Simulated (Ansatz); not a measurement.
**Cu2H2Pt: relaxing a made-up structure**

Starting from a made-up structure for Cu2H2Pt, the aim is the relaxed cell, its shortest contacts and, where a second run follows, its electronic structure.

Calculated with Ansatz 0.2.0; DFT, PBEsol, plane-wave PAW, files of the set soft_1, scalar-relativistic, ferromagnetic start, cell and ions relaxed at zero pressure; PAW set soft_1, in the first sound run; inputs show where later runs differ.

## 1. Starting point

Symmetry: Immm, No. 71, orthorhombic system. Conventional cell: a = 2.797 Å, b = 3.009 Å, c = 9.190 Å, α = 90.00°, β = 90.00°, γ = 90.00°. Pt has 2 H at 1.57 Å nearest. Nearest to Cu lie 5 H at 1.74 to 2.07 Å. Nearest to H lie 1 Pt at 1.57 Å and 5 Cu at 1.74 to 2.07 Å. Farther neighbours are not listed.

## 2. Relaxing cell and atoms

The guessed cell has no reason to be at equilibrium. It is relaxed with the atoms, within the space group of the guess.

input.yaml reads:

```yaml
crystal:
  lattice:
    - [-1.3985, 1.5045, 4.595]
    - [1.3985, -1.5045, 4.595]
    - [1.3985, 1.5045, -4.595]
  atoms:
    - { symbol: Pt, position: [0.0, 0.0, 0.0] }
    - { symbol: Cu, position: [0.3602, 0.3602, 0.0], spin: 0.6 }
    - { symbol: Cu, position: [0.6398, 0.6398, 0.0], spin: 0.6 }
    - { symbol: H, position: [0.171, 0.171, 0.0] }
    - { symbol: H, position: [0.829, 0.829, 0.0] }
magnetization:
  spin_polarized: true
kpoints:
  mp_grid: { grid: [13, 13, 13] }
scf:
  occupations: { method: fermi_dirac, width: 0.05 }
hamiltonian:
  xc: pbesol
  pseudopotentials: { kind: paw, azcp: { folder: soft_1 }, xc_functional: pbe }
relax:
  f_tol: 0.015
  max_steps: 70
  cell: {}
output:
  forces: true
  stress: true
```

Command:

```console
> ansatz run input.yaml --threads 4 --pin off --max-ram 8192MiB --backend cpu --events-out ev --progress --plain --runs-dir out
```

Numbers of over 12 decimals in the logs are rounded to 6 here.

What it wrote:

```text
basis.fft_grid_basis auto: the FFT boxes are laid along the combinations [[1, 0, 1], [0, 1, 1], [0, 0, 1]] of the cell's own vectors, 3.009, 2.797 and 5.033 Å long. The dense box has 24×20×36 points. Along the cell's own vectors, as sized, it would have 36×36×36, 2.70 times as many. Of the 8 symmetry operations that the crystal satisfies within crystal.symmetry.tolerance (time reversal apart; of a slab, those that ke [...]
Engine: ansatz 0.2.0, x86_64-unknown-linux-gnu
Pseudopotentials: kind: paw
Pseudopotential: Pt, paw, valence charge 18, recommended cutoff 420 eV (normal), soft_1/Pt.paw.azcp
Pseudopotential: Cu, paw, valence charge 19, recommended cutoff 420 eV (normal), soft_1/Cu.paw.azcp
Pseudopotential: H, paw, valence charge 1, recommended cutoff 420 eV (normal), soft_1/H.paw.azcp
Functional definition: PBEsol
  exchange = pbesol_x
  correlation = pbesol_c
Crystal: 5 atoms, lattice volume = 38.672 Å³
Basis set: ecut = 420 eV, 751 PW (Γ), FFT grids on a1+a3, a2+a3, a3, exchange–correlation on 48×40×72 points (8 copies of the dense FFT grid, shifted against one another)
Bands: 36, of which v1, the nominal top of the filled ones, is band 29 counted from 1 (28 counted from 0)
Symmetry: 8 space group operations
Space group: Immm (ITA 71), of the structure as read, at distance tolerance 3.4e-5 Å
Magnetic group: BNS 71.533 (UNI 631), of the structure as read, at distance tolerance 3.4e-5 Å
k-points: 343 of 2197
Non-local potential: Pt, projectors of the file, l = 0: 3, l = 1: 2, l = 2: 2, l = 3: 1
Non-local potential: Cu, projectors of the file, l = 0: 3, l = 1: 2, l = 2: 3, l = 3: 1
Non-local potential: H, projectors of the file, l = 0: 2, l = 1: 1
PAW form: soft (Blöchl's): semilocal exchange-correlation on the pseudo side does not see the compensation charge
PAW frozen core: Pt, regenerated for the run's functional, and the local potential with it (the file was generated under x = pbe(κ = 0.804, μ = 0.219515), c = pbe(β = 0.066725))
PAW frozen core: Cu, regenerated for the run's functional, and the local potential with it (the file was generated under x = pbe(κ = 0.804, μ = 0.219515), c = pbe(β = 0.066725))
PAW one-centre angular grid: Pt, 590 points (default); XC on 64 Gauss nodes
PAW one-centre angular grid: Cu, 590 points (default); XC on 64 Gauss nodes
PAW one-centre angular grid: H, 110 points (default); XC on 64 Gauss nodes
Initial density: superposition of atomic densities (chi_scale 0.1, normalization cell)
Starting moments: Σ|m| = 1.2 μB on 2 of 5 sites
Initial wavefunctions: pseudopotential atomic-orbital guess
Functional: x = pbesol(κ = 0.804, μ = 0.123457), c = pbesol(β = 0.046)
SCF iter   1: F=—  HF=-25594.828247 eV  |F-HF|=—  |Δ(HF+E_count)|=         —  Δρ=1.58e-1 (↑1.58e-1 ↓8.61e-2)  dr2=1.50e1  dr2_m=5.32e-1  M=0.480 μB ∫|m|=0.542 μB  β_m=0.30  ethr=3.10e-3  ⟨swp⟩=5.4  Hψ=86584  notcnv=0  defer=36
preconditioner: auto → Kerker (q_TF=auto, 2.919 Å⁻¹)  [metal: Δε(μ)=0.004 eV  Ē_g=10.886 eV  σ=0.050 eV  W_gap=0.02  n_scr=12 (ndim 8)  ℏωp=34.8 eV  f_vac=0.000  D(μ)=1.89/eV (n_scr^D=16)]
spin=Collinear: Kerker preconditioning applied to the charge; magnetization (m = ρ↑ − ρ↓) channel mixes plain (no charge-response kernel on spin).
SCF iter   2: F=—  HF=-25593.066214 eV  |F-HF|=—  |Δ(HF+E_count)|=    1.76e0  Δρ=6.17e-2 (↑5.90e-2 ↓6.17e-2)  dr2=1.59e0  dr2_m=8.53e-1  M=0.103 μB ∫|m|=0.200 μB  β_m=0.30  ethr=3.10e-3  ⟨swp⟩=2.0  Hψ=53707  notcnv=0  defer=1173
SCF iter   3: F=—  HF=-25592.611145 eV  |F-HF|=—  |Δ(HF+E_count)|=   4.55e-1  Δρ=5.68e-2 (↑5.68e-2 ↓2.37e-2)  dr2=1.16e0  dr2_m=3.63e-1  M=0.172 μB ∫|m|=0.230 μB  β_m=0.30  ethr=2.75e-3  ⟨swp⟩=2.2  Hψ=38734  notcnv=0  defer=1211
SCF iter   4: F=—  HF=-25592.225879 eV  |F-HF|=—  |Δ(HF+E_count)|=   3.85e-1  Δρ=2.71e-2 (↑2.71e-2 ↓2.62e-2)  dr2=1.25e-1  dr2_m=2.27e-1  M=0.140 μB ∫|m|=0.183 μB  β_m=0.30  ethr=2.00e-3  ⟨swp⟩=2.0  Hψ=38330  notcnv=0  defer=1211
SCF iter   5: F=—  HF=-25592.316510 eV  |F-HF|=—  |Δ(HF+E_count)|=   9.06e-2  Δρ=4.02e-2 (↑7.75e-3 ↓4.02e-2)  dr2=3.02e-1  dr2_m=1.80e-1  M=0.058 μB ∫|m|=0.105 μB  β_m=0.30  ethr=2.16e-4  ⟨swp⟩=2.1  Hψ=45306  notcnv=0  defer=1206
SCF iter   6: F=—  HF=-25592.310619 eV  |F-HF|=—  |Δ(HF+E_count)|=   5.89e-3  Δρ=2.67e-2 (↑7.10e-3 ↓2.67e-2)  dr2=1.07e-1  dr2_m=9.59e-2  M=0.056 μB ∫|m|=0.092 μB  β_m=0.30  ethr=2.16e-4  ⟨swp⟩=2.0  Hψ=30089  notcnv=0  defer=1206
SCF iter   7: F=—  HF=-25592.297038 eV  |F-HF|=—  |Δ(HF+E_count)|=   1.36e-2  Δρ=1.42e-2 (↑9.93e-3 ↓1.42e-2)  dr2=5.85e-3  dr2_m=5.12e-2  M=0.055 μB ∫|m|=0.082 μB  β_m=0.30  ethr=1.85e-4  ⟨swp⟩=2.0  Hψ=27039  notcnv=0  defer=1206
SCF iter   8: F=—  HF=-25592.296678 eV  |F-HF|=—  |Δ(HF+E_count)|=   3.60e-4  Δρ=9.50e-3 (↑8.90e-3 ↓9.50e-3)  dr2=7.56e-4  dr2_m=2.99e-2  M=0.046 μB ∫|m|=0.069 μB  β_m=0.30  ethr=1.01e-5  ⟨swp⟩=1.0  Hψ=26459  notcnv=0  defer=1205
Mixer restart at iter 8: flushing history
spin-set hold released at iteration 8 (site moments contracting): the magnetisation degrees of freedom join the quasi-Newton model from the next iteration; the mixer history was flushed
SCF iter   9: F=—  HF=-25592.298388 eV  |F-HF|=—  |Δ(HF+E_count)|=   1.71e-3  Δρ=7.37e-3 (↑7.37e-3 ↓6.84e-3)  dr2=3.69e-4  dr2_m=1.78e-2  M=0.038 μB ∫|m|=0.057 μB  β_m=0.65  ethr=1.30e-6  ⟨swp⟩=2.0  Hψ=31449  notcnv=0  defer=1205
SCF iter  10: F=—  HF=-25592.302159 eV  |F-HF|=—  |Δ(HF+E_count)|=   3.77e-3  Δρ=1.77e-3 (↑5.73e-4 ↓1.77e-3)  dr2=1.17e-3  dr2_m=1.76e-4  M=0.007 μB ∫|m|=0.011 μB  β_m=0.64  ethr=6.36e-7  ⟨swp⟩=2.0  Hψ=44585  notcnv=0  defer=1205
SCF iter  11: F=—  HF=-25592.302029 eV  |F-HF|=—  |Δ(HF+E_count)|=   1.30e-4  Δρ=1.72e-3 (↑1.72e-3 ↓1.33e-3)  dr2=2.38e-3  dr2_m=2.18e-5  M=0.004 μB ∫|m|=0.006 μB  β_m=0.56  ethr=6.36e-7  ⟨swp⟩=2.0  Hψ=43677  notcnv=0  defer=1205
SCF iter  12: F=—  HF=-25592.301685 eV  |F-HF|=—  |Δ(HF+E_count)|=   3.44e-4  Δρ=4.81e-4 (↑4.81e-4 ↓3.15e-4)  dr2=1.85e-4  dr2_m=5.32e-6  M=0.002 μB ∫|m|=0.003 μB  β_m=0.73  ethr=6.36e-7  ⟨swp⟩=2.0  Hψ=34342  notcnv=0  defer=1204
SCF iter  13: F=—  HF=-25592.301671 eV  |F-HF|=—  |Δ(HF+E_count)|=   1.41e-5  Δρ=9.47e-5 (↑9.47e-5 ↓7.58e-5)  dr2=2.32e-6  dr2_m=2.16e-6  M=0.001 μB ∫|m|=0.002 μB  β_m=0.87  ethr=3.19e-7  ⟨swp⟩=2.0  Hψ=28716  notcnv=0  defer=1204
SCF iter  14: F=—  HF=-25592.301662 eV  |F-HF|=—  |Δ(HF+E_count)|=   8.47e-6  Δρ=3.43e-5 (↑3.43e-5 ↓2.02e-5)  dr2=5.88e-7  dr2_m=1.98e-7  M=0.000 μB ∫|m|=0.000 μB  β_m=0.79  ethr=4.00e-9  ⟨swp⟩=2.0  Hψ=43451  notcnv=0  defer=1204
[...]
relax step  10: F+E_penalty+E_count = -25593.98060783 eV  Δ(F+E_penalty+E_count) = -3.602e-5 eV  max|allowed force component| = 2.611e-3 eV/Å  Δτ_max = 0.0012 Å  P = +0.015 GPa  Ω = 43.787 Å³  energy of the carried Pulay correction = -7.311e-3 eV  (5 SCF iters, dr2 threshold 1.11e-7 eV, accepted)
relax step  11: F+E_penalty+E_count = -25594.00308347 eV  Δ(F+E_penalty+E_count) = -2.248e-2 eV  max|allowed force component| = 3.000e-3 eV/Å  Δτ_max = 0.0000 Å  P = +0.821 GPa  Ω = 43.787 Å³  stress off target by 2.29e0 GPa  SCF on the basis re-selected at this cell (its energy is not comparable with the rows above)  (9 SCF iters)
relax step  12: F+E_penalty+E_count = -25594.00683818 eV  Δ(F+E_penalty+E_count) = -3.755e-3 eV  max|allowed force component| = 7.711e-3 eV/Å  Δτ_max = 0.0067 Å  P = +0.203 GPa  Ω = 43.822 Å³  energy of the carried Pulay correction = -4.808e-5 eV  (6 SCF iters, dr2 threshold 5.00e-7 eV, accepted)
relax step  13: F+E_penalty+E_count = -25594.00718946 eV  Δ(F+E_penalty+E_count) = -3.513e-4 eV  max|allowed force component| = 1.412e-3 eV/Å  Δτ_max = 0.0039 Å  P = +0.056 GPa  Ω = 43.825 Å³  energy of the carried Pulay correction = -5.527e-5 eV  (6 SCF iters, dr2 threshold 5.00e-7 eV, accepted)
relax step  14: F+E_penalty+E_count = -25594.00715469 eV  Δ(F+E_penalty+E_count) = +3.477e-5 eV  max|allowed force component| = 2.477e-3 eV/Å  Δτ_max = 0.0004 Å  P = -0.070 GPa  Ω = 43.856 Å³  energy of the carried Pulay correction = -8.914e-5 eV  (6 SCF iters, dr2 threshold 1.08e-8 eV, rejected (line search))
relax step  15: F+E_penalty+E_count = -25594.00717872 eV  Δ(F+E_penalty+E_count) = +1.074e-5 eV  max|allowed force component| = 1.015e-4 eV/Å  Δτ_max = 0.0003 Å  P = +0.006 GPa  Ω = 43.838 Å³  energy of the carried Pulay correction = -6.924e-5 eV  (8 SCF iters, accepted)
iter 1 solved again at ethr=3.91e-8 eV; its pass at ethr=3.10e-3 eV (dr2=2.27e-5 eV) is discarded
SCF iter   1: F=—  HF=-25594.007068 eV  |F-HF|=—  |Δ(HF+E_count)|=         —  Δρ=5.26e-4 (↑5.26e-4 ↓5.26e-4)  dr2=1.03e-5  dr2_m=2.00e-15  M=0.000 μB ∫|m|=0.000 μB  β_m=0.30  ethr=3.91e-8  ⟨swp⟩=3.0  Hψ=150938  notcnv=0
preconditioner: auto → Kerker (q_TF=auto, 2.859 Å⁻¹)  [metal: Δε(μ)=0.039 eV  Ē_g=10.431 eV  σ=0.050 eV  W_gap=0.19  n_scr=20 (ndim 8)  ℏωp=32.7 eV  f_vac=0.000  D(μ)=1.33/eV (n_scr^D=12)]
spin=Collinear: Kerker preconditioning applied to the charge; magnetization (m = ρ↑ − ρ↓) channel mixes plain (no charge-response kernel on spin).
SCF iter   2: F=—  HF=-25594.007156 eV  |F-HF|=—  |Δ(HF+E_count)|=   8.83e-5  Δρ=3.71e-4 (↑3.71e-4 ↓3.71e-4)  dr2=5.14e-6  dr2_m=7.07e-16  M=-0.000 μB ∫|m|=0.000 μB  β_m=0.65  ethr=1.77e-8  ⟨swp⟩=1.0  Hψ=24696  notcnv=0
SCF iter   3: F=—  HF=-25594.007238 eV  |F-HF|=—  |Δ(HF+E_count)|=   8.18e-5  Δρ=1.98e-5 (↑1.98e-5 ↓1.98e-5)  dr2=4.06e-7  dr2_m=1.62e-15  M=-0.000 μB ∫|m|=0.000 μB  β_m=0.46  ethr=8.86e-9  ⟨swp⟩=1.0  Hψ=24696  notcnv=0
SCF iter   4: F=—  HF=-25594.007238 eV  |F-HF|=—  |Δ(HF+E_count)|=   8.35e-8  Δρ=1.38e-6 (↑1.38e-6 ↓1.38e-6)  dr2=1.28e-9  dr2_m=1.14e-15  M=-0.000 μB ∫|m|=0.000 μB  β_m=0.46  ethr=7.00e-10  ⟨swp⟩=2.0  Hψ=32747  notcnv=0
SCF iter   5: F=—  HF=-25594.007242 eV  |F-HF|=—  |Δ(HF+E_count)|=   3.58e-6  Δρ=7.41e-7 (↑7.41e-7 ↓7.41e-7)  dr2=2.18e-10  dr2_m=4.66e-16  M=-0.000 μB ∫|m|=0.000 μB  β_m=0.68  ethr=2.21e-12  ⟨swp⟩=2.0  Hψ=41959  notcnv=0
SCF iter   6: F=—  HF=-25594.007242 eV  |F-HF|=—  |Δ(HF+E_count)|=  5.46e-10  Δρ=4.97e-7 (↑4.97e-7 ↓4.97e-7)  dr2=2.34e-10  dr2_m=7.56e-17  M=-0.000 μB ∫|m|=0.000 μB  β_m=0.84  ethr=1.00e-12  ⟨swp⟩=4.0  Hψ=77115  notcnv=0
SCF iter   7: F=—  HF=-25594.007242 eV  |F-HF|=—  |Δ(HF+E_count)|=  4.73e-11  Δρ=1.68e-7 (↑1.68e-7 ↓1.68e-7)  dr2=5.00e-11  dr2_m=1.70e-17  M=-0.000 μB ∫|m|=0.000 μB  β_m=0.73  ethr=1.00e-12  ⟨swp⟩=1.0  Hψ=24696  notcnv=0
SCF iter   8: F=-25594.007242 eV  HF=-25594.007242 eV  |F-HF|=3.64e-12  |Δ(HF+E_count)|=  3.64e-12  Δρ=3.80e-8 (↑3.80e-8 ↓3.80e-8)  dr2=1.50e-12  dr2_m=3.26e-18  M=-0.000 μB ∫|m|=0.000 μB  ethr=1.00e-12  ⟨swp⟩=3.0  Hψ=61164  notcnv=0
the starting moments were not kept: the SCF closed with an absolute magnetisation of 9.7e-10 μB, where they sum to 1.2 μB in size (2 sites). That is at most 0.1 of that sum. Measured as dr2_m measures the in/out step, that magnetisation stands 2.3e-19 eV from none, at or under the dr2_threshold of 5.0e-11 eV: it is no larger than a step whose dr2_m would equal this threshold.
SCF 16 converged in 8 iterations: F = -25594.007242 eV  dr2 = 1.50e-12
relax step  16: F+E_penalty+E_count = -25594.00724174 eV  Δ(F+E_penalty+E_count) = -6.302e-5 eV  max|allowed force component| = 8.763e-5 eV/Å  Δτ_max = 0.0000 Å  P = +0.004 GPa  Ω = 43.838 Å³  stress off target by 9.28e-3 GPa  SCF on the basis re-selected at this cell (its energy is not comparable with the rows above)  (8 SCF iters)
basis re-selected at this cell: Δ(F+E_penalty+E_count) = -6.302e-5 eV, ΔP = -0.002 GPa vs the last step (what re-selecting the basis moved, of the pressure what is left beyond the Pulay correction that the steps carried, after the strain that the cell walked since its last selection, with what the two solves' SCF thresholds leave and, on support functions, any second-order correction that the steps lacked; it is no m [...]
SCF converged after 8 iterations
Magnetization: -0.0000 μB (29.0000 up, 29.0000 down)
Absolute magnetization: 0.0000 μB (∫|ρ↑−ρ↓|, with the PAW one-centre terms)
Spin contamination: 0.0000 ħ² per cell (⟨S²⟩ above its minimum at these occupations)
Per-site moments (μB) at R_I (Å): [(-3.205675307789483e-10, 0.723509), (5.434092600073585e-11, 0.749874), (5.434135359889681e-11, 0.749874), (7.846474252929598e-11, 0.723509), (7.846471911983365e-11, 0.723509)]
Free energy (F): -25594.007242 eV
Harris-Foulkes:  -25594.007242 eV  (|F-HF|=3.64e-12)
Internal energy: -25593.996422 eV  (E = F + TS)
E sigma→0 (E₀):  -25594.001832 eV
Entropy (-TS):   -0.010820 eV (-2.164 meV/atom)
Fermi energy:    17.732505 eV
--- Per-component energies (eV) ---
  E_band       = -912.338080
  E_kinetic    = 1146.483086
  E_local      = -11023.043567  (includes V_loc(G=0)·N_el)
  E_nonlocal   = 1998.399838
  E_hartree    = 4621.394279
  E_xc         = -386.246937
  E_vxc        = -472.286337  (∫ρ·V_xc dr)
  E_paw        = -12906.912679  (= ΣΔE_a)
  E_vpaw       = -1804.680978  (= ΣTr[D̂ρ^β])
  E_aug_tail   = 0.001304  (compensation charges beyond the density's cutoff)
  E_ewald      = -9044.771182
  E_core_change = 0.699437  (= ΣΔE_core)
  E_smearing   = -0.010820  (= −TS)
  E_closure    = -0.000000  (closes the sum)
  Σ components = -25594.007242   (vs F -25594.007242, Δ=0.00e0)
--- Forces (eV/Å), atoms counted from 1 ---
  atom   1  Pt     0.00000000     0.00000000    -0.00000000
  atom   2  Cu     0.00000000     0.00000000    -0.00004090
  atom   3  Cu     0.00000000     0.00000000     0.00004090
  atom   4  H      0.00000000     0.00000000     0.00008763
  atom   5  H      0.00000000     0.00000000    -0.00008763
  max |Σ_I F_I| component: 1.36e-20 eV/Å
--- Stress (GPa, compression-positive) ---
        0.004363       0.000000       0.000000
        0.000000      -0.001603       0.000000
        0.000000       0.000000       0.009279
  P = ⅓ Tr σ = 0.0040 GPa (0.040 kbar)
--- Relaxed structure (14 steps of the walk, 12 accepted, 2 SCFs on fresh bases) ---
  F+E_penalty+E_count = -25594.00724174 eV   max|allowed force component| = 8.763e-5 eV/Å   (the final SCF, on the basis selected at the relaxed cell)
  cell:  # Å, volume = 43.8377 Å³
    - [-1.426320, 1.426878, 5.384973]
    - [1.426320, -1.426878, 5.384973]
    - [1.426320, 1.426878, -5.384973]
  atoms:
    - { symbol: Pt, position: [0, 0, 0] }
    - { symbol: Cu, position: [0.331649, 0.331649, 2.293145061954946e-18] }
    - { symbol: Cu, position: [0.668351, 0.668351, 1.9216890847125996e-17] }
    - { symbol: H, position: [0.162857, 0.162857, 2.12247942845622e-18] }
    - { symbol: H, position: [0.837143, 0.837143, 1.9387556480624723e-17] }
```

Wall time 1.8 min (4 threads of Intel Xeon Platinum 8559C (Emerald Rapids), shared host); peak memory 0.98 GiB.

The steps of the relaxation:

| step | energy less that of the first step (eV) | largest force component (eV/Å) | pressure (GPa) | volume (Å³) |
| --- | --- | --- | --- | --- |
| 1 | 0.0000 | 3.1471 | 58.04 | 38.67 |
| 2 | -1.2874 | 1.2546 | 14.59 | 43.67 |
| 3 | -1.5144 | 0.6150 | 3.55 | 45.28 |
| 4 | -1.6075 | 0.0757 | -0.18 | 45.25 |
| 5 | -1.6510 | 0.0396 | 0.31 | 44.53 |
| 6 | -1.6747 | 0.0743 | 0.60 | 43.82 |
| 7 | -1.6731 | 0.0482 | 0.85 | 43.35 |
| 8 | -1.6780 | 0.0649 | -0.31 | 43.91 |
| 9 | -1.6789 | 0.0045 | -0.05 | 43.78 |
| 10 | -1.6789 | 0.0026 | 0.02 | 43.79 |
| 11* | -1.7014 | 0.0030 | 0.82 | 43.79 |
| 12 | -1.7052 | 0.0077 | 0.20 | 43.82 |
| 13 | -1.7055 | 0.0014 | 0.06 | 43.82 |
| 14 | -1.7055 | 0.0025 | -0.07 | 43.86 |
| 15 | -1.7055 | 0.0001 | 0.01 | 43.84 |
| 16* | -1.7056 | 0.0001 | 0.00 | 43.84 |

Relaxation steps marked * repeat the geometry before them on a plane-wave basis chosen anew for their cell, so energy and pressure can jump there. Relaxation steps 7, 14 were tried and not accepted.

The run keeps the 8 symmetry operations that it works with, so distortions that break them were not tested.

| cell as run | before | after | change |
| --- | --- | --- | --- |
| a (Å) | 5.033 | 5.751 | +14.3 % |
| b (Å) | 5.033 | 5.751 | +14.3 % |
| c (Å) | 5.033 | 5.751 | +14.3 % |
| α (°) | 147.74 | 151.28 | +2.4 % |
| β (°) | 145.22 | 151.27 | +4.2 % |
| γ (°) | 48.17 | 41.08 | -14.7 % |
| volume (Å³/atom) | 7.73 | 8.77 | +13.4 % |

The atoms that moved most (Å, as changes of fractional coordinates times the final cell):

| atom | dx | dy | dz | length |
| --- | --- | --- | --- | --- |
| Cu2 | 0.000 | 0.000 | -0.307 | 0.307 |
| Cu3 | 0.000 | 0.000 | 0.307 | 0.307 |
| H4 | 0.000 | 0.000 | -0.088 | 0.088 |
| H5 | 0.000 | 0.000 | 0.088 | 0.088 |

The relaxed structure:

```cif
data_structure
_symmetry_space_group_name_H-M 'P 1'
_symmetry_Int_Tables_number 1
_cell_length_a 5.7505
_cell_length_b 5.7505
_cell_length_c 5.7505
_cell_angle_alpha 151.278
_cell_angle_beta 151.266
_cell_angle_gamma 41.078
_cell_volume 43.84
loop_
_atom_site_label
_atom_site_type_symbol
_atom_site_fract_x
_atom_site_fract_y
_atom_site_fract_z
_atom_site_occupancy
Pt1 Pt 0.00000 0.00000 0.00000 1
Cu2 Cu 0.33165 0.33165 0.00000 1
Cu3 Cu 0.66835 0.66835 0.00000 1
H4 H 0.16286 0.16286 0.00000 1
H5 H 0.83714 0.83714 0.00000 1
```

Numbers from this step:

```yaml
free_energy: -25594.0072 eV
energy_at_zero_smearing: -25594.0018 eV
smearing_term_ts: 0.01082 eV
fermi_energy: 17.73 eV
electrons: 58
symmetry_operations: 8
pressure: 0.004013 GPa
```

Shortest distances by pair of elements, guess and relaxed (not always the same contact):

| pair | guess (Å) | relaxed (Å) |
| --- | --- | --- |
| H–Pt | 1.571 | 1.754 |
| Cu–H | 1.739 | 1.818 |
| Cu–Cu | 2.570 | 2.676 |
| Cu–Pt | 2.423 | 2.713 |
| H–H | 2.515 | 2.756 |

The relaxation ends with a largest force component of 8.8e-5 eV/Å and a pressure of 0.00 GPa. No moment survives the cycle: this start ends non-magnetic.

(Part 1 of 2 ends here.)

[Logs are printed without paths, hosts, clocks, repeated set-up lines and the standing remarks that a program may print on its own settings, such as how far it seeks lower states.]

[Hosts, paths, dates, database ids (printed as entryN), source tags and the programs' standing remarks are cut or masked in the printed files.]
